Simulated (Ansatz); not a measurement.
# What PtC (model cell, started as CsCl type) distorts into, part 3 of 3

Which phase does PtC (model cell, started as CsCl type) fall into along its unstable mode, and how much energy does it gain?

Ansatz 0.2.0; DFT PBEsol, scalar-relativistic, plane waves, PAW.

So far. Step 5 (Energy along the mode, all amplitudes (two of the runs …): The lowest of the steps tried is at 0.32 Å, 43.1 meV/atom below the parent; the bottom of the well need not coincide with a step. Step 7 (The new phase in its own primitive cell): The forces vanish by symmetry and the pressure is 0.000 GPa, within the tolerances set. The cell now holds 10.96 Å³/atom.

The structure was built from a prototype and need not be the compound's stable phase.

## Step 8: Modes of the new phase, k-mesh 15×15×12

A relaxed structure may still be a saddle point, so its zone-centre modes are computed. No field response is asked, since the mesh shows no gap.

Input file input.yaml:

```yaml
crystal:
  lattice:
    - [2.9818177109, 0.0, 0.0]
    - [-1.4909088555, 2.5823298871, 0.0]
    - [0.0, 0.0, 2.8465173549]
  atoms:
    - { symbol: Pt, position: [0.0, 0.0, 0.0] }
    - { symbol: C, position: [0.3333333333, 0.6666666667, 0.5] }
kpoints:
  mp_grid: { grid: [15, 15, 12] }
hamiltonian:
  xc: pbesol
scf:
  occupations: { method: methfessel_paxton, width: 0.15 }
output:
  eigenvalues: true
phonons:
  method: dfpt
```

Launch:

```console
$ ansatz run input.yaml --threads 4 --pin off --max-ram 7168MiB --backend cpu --events-out ev --progress --plain --runs-dir out
```

Numbers of over 12 decimals in the logs are rounded to 6 here.

The program printed:

```text
zone centre: on kpoints.mp_grid the ground state, and the responses unless they are solved on pairs of k-points, stand on 448 of the mesh's 2700 k-points, reduced under 4 symmetry operations, with k and −k counted as one. Each operation leaves every solved displacement unchanged or reverses it
[...]
Crystal: 2 atoms, lattice volume = 21.918 Å³
Basis set: ecut = 420 eV, 405 PW (Γ), exchange–correlation on 40×40×40 points (8 copies of the dense FFT grid, shifted against one another)
Bands: 15, of which v1, the nominal top of the filled ones, is band 11 counted from 1 (10 counted from 0)
Symmetry: 12 space group operations
k-points: 448 of 2700 (irreducible under 4 space group operations, time reversal used)
[...]
SCF iter   1: F=—  HF=-12627.534515 eV  |F-HF|=—  |Δ(HF+E_count)|=         —  Δρ=1.56e-2  dr2=4.15e-2  ethr=1.77e-3  ⟨swp⟩=4.8  Hψ=30338  notcnv=0
[...]
SCF iter   9: F=-12627.526327 eV  HF=-12627.526327 eV  |F-HF|=1.82e-12  |Δ(HF+E_count)|=  9.09e-12  S|Δr|=    0.00e0  Δρ=4.25e-8  dr2=7.13e-14  ethr=1.00e-12  ⟨swp⟩=5.1  Hψ=26615  notcnv=0
SCF 1 converged in 9 iterations: F = -12627.526327 eV  dr2 = 7.13e-14
[...]
DFPT response loops at Γ: preconditioner auto → Kerker (q_TF=auto, 2.730 Å⁻¹) (partly filled bands, converged f_vac=0.000); β = 1.00, the filter's whole step (`scf.mixing.beta` (0.50) is not read by the response loops under this deck's `scf.mixing.preconditioner`; to damp them name `kerker` or `kerker_dos`, under which they read `scf.mixing.beta`, and type it under 1.00, their step now; both keys bind the ground state too); Broyden in place of MSR1
SCF converged after 9 iterations
[...]
Free energy (F): -12627.526327 eV
[...]
Internal energy: -12627.525847 eV  (E = F + TS)
E sigma→0 (E₀):  -12627.526207 eV
Entropy (-TS):   -0.000480 eV (-0.240 meV/atom)
Fermi energy:    20.133890 eV
[...]
--- Band table (eV; the first three rows and the last of 448) ---
  k-point 0: bands = [... 7 lower, 14.2955, 17.5737, 17.5737, 19.0652, 22.5820, 22.5820, 24.4745, 32.4032]
  k-point 1: bands = [... 7 lower, 14.3507, 17.3723, 17.3723, 18.7804, 22.6523, 22.6523, 24.7153, 32.7401]
  k-point 2: bands = [... 7 lower, 14.5050, 16.8908, 16.8908, 18.2604, 22.7322, 22.7322, 25.2642, 33.4993]
  k-point 447: bands = [... 7 lower, 15.6606, 15.8013, 18.7287, 19.7790, 20.9909, 24.3585, 26.0432, 28.8878]
--- Phonons (Γ-DFPT): 4 representative perturbations + reference, on 448 of 2700 k-points (Σ response iterations 14) ---
  k mesh reduced under 4 symmetry operations, with k and −k counted as one. Each operation leaves every solved displacement unchanged or reverses it
  ASR residual: 2.086e-5 → 0.000e0 eV/Å²; symmetrization residual: 1.704e-6 eV/Å²
  ASR residual per site (eV/Å²): 2.09e-5 5.66e-6
  Γ frequencies (cm⁻¹): -300.55 0.00 0.00 0.00 312.25 312.25
  non-analytic LO–TO correction: not included (Born effective charges unavailable; polar crystals: no LO–TO splitting at Γ)
```

Run time: 16 s. Hardware: 4 threads of Arm Neoverse V2, shared host; peak memory 0.67 GiB; 58 s of CPU time.

This step gave:

```yaml
sum_rule_residual_before_enforcement: 2.09e-5 eV/Å²
point_group: -6m2
highest_optical_mode_at_the_zone_centre_no_lo_to_term: 312.2 cm⁻¹
lowest_optical_zone_centre_mode: -300.6 cm⁻¹
```

Patterns of degenerate modes are one choice out of their space. The modes at Γ (shares of kinetic energy by element, %) (negative means imaginary):

| mode | frequency (cm⁻¹) | symmetry | Pt % | C % |
| --- | --- | --- | --- | --- |
| 1 | -300.6 | A2'' | 6 | 94 |
| 2 | 0.0 | acoustic | 94 | 6 |
| 3 | 0.0 | acoustic | 94 | 6 |
| 4 | 0.0 | acoustic | 94 | 6 |
| 5 | 312.2 | E' | 6 | 94 |
| 6 | 312.2 | E' | 6 | 94 |

Displacements in mode 1 (-300.6 cm⁻¹), the largest set to 1:
```
Pt1  0.00  0.00 -0.06
C2   0.00  0.00  1.00
```

Displacements in mode 5 (312.2 cm⁻¹), the largest set to 1:
```
Pt1  0.00 -0.06  0.00
C2   0.00  1.00  0.00
```

Before it was imposed, the acoustic sum rule was missed by 2.1e-5 eV/Å². Small misses are needed for a sound result but don't prove that mesh and cutoff are converged. The lowest optical mode is imaginary, 300.6i cm⁻¹, so the energy falls along it.

## Step 9: The phases reached

The phases reached along the modes that were followed are set side by side.

Energies are those of the first relaxation, on the mesh of the frozen mode; space group, volume and gap are those of the last relaxation. Phases, by row:

```csv
mode frozen in,space group,energy from parent (meV/atom),volume (Å³/atom),gap on mesh (eV),lowest zone-centre optical mode (cm⁻¹),largest shift (Å)
parent,Pm-3m,0,10.64,0,–,–
"q = (0, -0.5, -0.5), 278i cm⁻¹",P4/mmm,-619,12,0,-374.4,1.38
"q = (0, 0, 0), 274i cm⁻¹",P4/mmm,-617.1,12,0,-374.4,0.689
"q = (0, 0, 0), 274i cm⁻¹",F-43m,-1050,12.72,0,560.4,1.011
"q = (0, 0, 0), 274i cm⁻¹",P-6m2,-434.1,10.96,0,-300.6,0.43
```

## Step 10: Summary of results

| Item | Value |
| --- | --- |
| unstable mode of the parent | q = (0, 0, 0), 274i cm⁻¹ |
| depth at the lowest point sampled | 43.1 meV/atom |
| largest atomic shift at that point | 0.32 Å |
| space group reached (within 0.01 Å) | P-6m2 |
| energy gained over the parent (first relaxation, on the mesh of the frozen mode) | 434 meV/atom |
| volume per atom, phase reached | 11.0 Å³ |
| lowest optical zone-centre mode, phase reached | -301 cm⁻¹ |
| highest optical mode at the zone centre (no LO-TO term), phase reached | 312 cm⁻¹ |

In words: Along this mode the structure falls into P-6m2, 434 meV/atom below the parent. At the parent's cell the well is 43.06 meV/atom deep on the steps tried, with its lowest point at a shift of 0.32 Å. Relaxing atoms and cell changes the gain by +391.03 meV/atom against the lowest step (energies at zero smearing). Most of the total comes from this relaxation. The new phase still has an imaginary mode at the zone centre of its cell, so it is a saddle point on the way to a lower structure. Of the 4 patterns followed to their end from this parent, this one ends 616 meV/atom above the lowest, F-43m. Each path keeps the symmetry of its pattern, so a lower phase may lie along a pattern not tried. With no gap, or one that is small against the smearing, the frequencies hang on the k mesh and the smearing, most of all near Kohn anomalies. Spin-orbit coupling is left out, which can matter for the heavy elements here. A phonon run warned that its eigensolver left some bands unconverged in a pass. The starting cell was built on a prototype and not taken from a measurement, so the phase need not exist.

[Logs are printed without paths, hosts, clocks, repeated set-up lines and the standing remarks that a program may print on its own settings, such as how far it seeks lower states.]

[Hosts, paths, dates, database ids (printed as entryN), source tags and the programs' standing remarks are cut or masked in the printed files.]
